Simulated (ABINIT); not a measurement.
Entries from a set of simulations; values are calculated unless marked as measured.

**H4C (I-43m): G0W0 with ABINIT, start to end**

It takes space group I-43m (No. 217, cubic). The conventional cell has a = 4.958 Å, b = 4.958 Å, c = 4.958 Å, α = 90.00°, β = 90.00°, γ = 90.00°. Nearest to H lie 1 C at 1.09 Å. C has 4 H at 1.09 Å nearest. Farther neighbours, and contacts between anions beyond the nearest, are not listed.

```
method               : RPA screening on LDA, plane waves, norm-conserving pseudopotentials (and 2 further levels or steps)
program              : ABINIT 10.8.3
settings             : cutoff 37 Ha, PseudoDojo scalar-relativistic 0.4.1 standard, norm-conserving, ngkpt (4, 4, 4), nband 44, ecuteps 3.9 Ha, inclvkb 2, shiftk (0, 0, 0), symchi 1, awtr 1, frequency ppm, 4×4×4 k-mesh
cost                 : 5 runs, 50 s in all on 4 MPI ranks of Arm Neoverse N1, shared host
notes                : The cell and positions are those that the Materials Project relaxed with its own functionals (PBE, PBE+U or r2SCAN), kept fixed.
LDA gap              : 7.29 eV, direct
G0W0 gap on the mesh : 11.65 eV
GW settings          : 4×4×4 mesh, 44 bands, screening to 106.1 eV, Godby-Needs plasmon pole
known limits         : short of the basis limit
```

G0W0 moves the gap on the mesh from 7.29 eV to 11.65 eV (+4.35 eV), with Z of 0.84 and 0.90 at the edges. Local fields lower the RPA ε∞ on this mesh from 1.81 to 1.61.

### Quasiparticle gap of CsMgF3 (Pm-3m) in ABINIT

It takes space group Pm-3m (No. 221, cubic). The conventional cell has a = 4.252 Å, b = 4.252 Å, c = 4.252 Å, α = 90.00°, β = 90.00°, γ = 90.00°. Nearest to Cs lie 12 F at 3.01 Å. Mg has 6 F at 2.13 Å nearest. Nearest to F lie 2 Mg at 2.13 Å and 4 Cs at 3.01 Å. Farther neighbours, and contacts between anions beyond the nearest, are not listed.

```
method               : RPA screening on LDA, plane waves, norm-conserving pseudopotentials (and 2 further levels or steps)
program              : ABINIT 10.8.3
settings             : cutoff 38 Ha, PseudoDojo scalar-relativistic 0.4.1 standard, norm-conserving, ngkpt (2, 2, 2), nband 70, ecuteps 3.9 Ha, inclvkb 2, shiftk (0, 0, 0), symchi 1, awtr 1, frequency ppm, 2×2×2 k-mesh
cost                 : 5 runs, 2.9 min in all on 4 MPI ranks of Arm Neoverse N1, shared host
notes                : The cell and positions are those that the Materials Project relaxed with its own functionals (PBE, PBE+U or r2SCAN), kept fixed. Limits: no spin-orbit coupling. The 2×2×2 mesh is coarse for this cell, which bears on the long-range parts of exchange and screening.
LDA gap              : 6.39 eV, direct
G0W0 gap on the mesh : 10.21 eV
GW settings          : 2×2×2 mesh, 70 bands, screening to 106.1 eV, Godby-Needs plasmon pole
known limits         : short of the basis limit; no spin-orbit coupling; coarse k mesh
```

G0W0 moves the gap on the mesh from 6.39 eV to 10.21 eV (+3.82 eV), with Z of 0.81 and 0.88 at the edges. Local fields lower the RPA ε∞ on this mesh from 2.72 to 2.47; a Γ-centred mesh this coarse tends to raise both, most where the direct gap is narrow, while a short band sum lowers them.

[Long decimals in the printed logs are rounded to 6 places.]

[Logs are printed without paths, hosts, clocks, repeated set-up lines and the standing remarks that a program may print on its own settings, such as how far it seeks lower states.]

[Paths, hosts, dates, memory and timing lines, banners, echoed tables and standing remarks are left out of the program output; an Ansatz launch command may be rebuilt from the run's recorded settings. Measured values are a selection of at most five: reports struck by readers or far from the other reports are left out. None is set beside runs whose start may be inverted or whose files or cutoffs have a known fault.]

[Runs of the session that timed out or met a known fault of the program may be left out.]

[Hosts, paths, dates, database ids (printed as entryN), source tags and the programs' standing remarks are cut or masked in the printed files.]

[G0W0 gaps are taken among the corrected bands and points alone; a level outside them can change the order at an edge.]

[Where Ansatz stands beside ABINIT at settings called matched, ABINIT's density can come from a denser mesh and the files from another edition; pairs whose starting gaps differed by over 0.03 eV were left out, so agreement reads better than it is.]
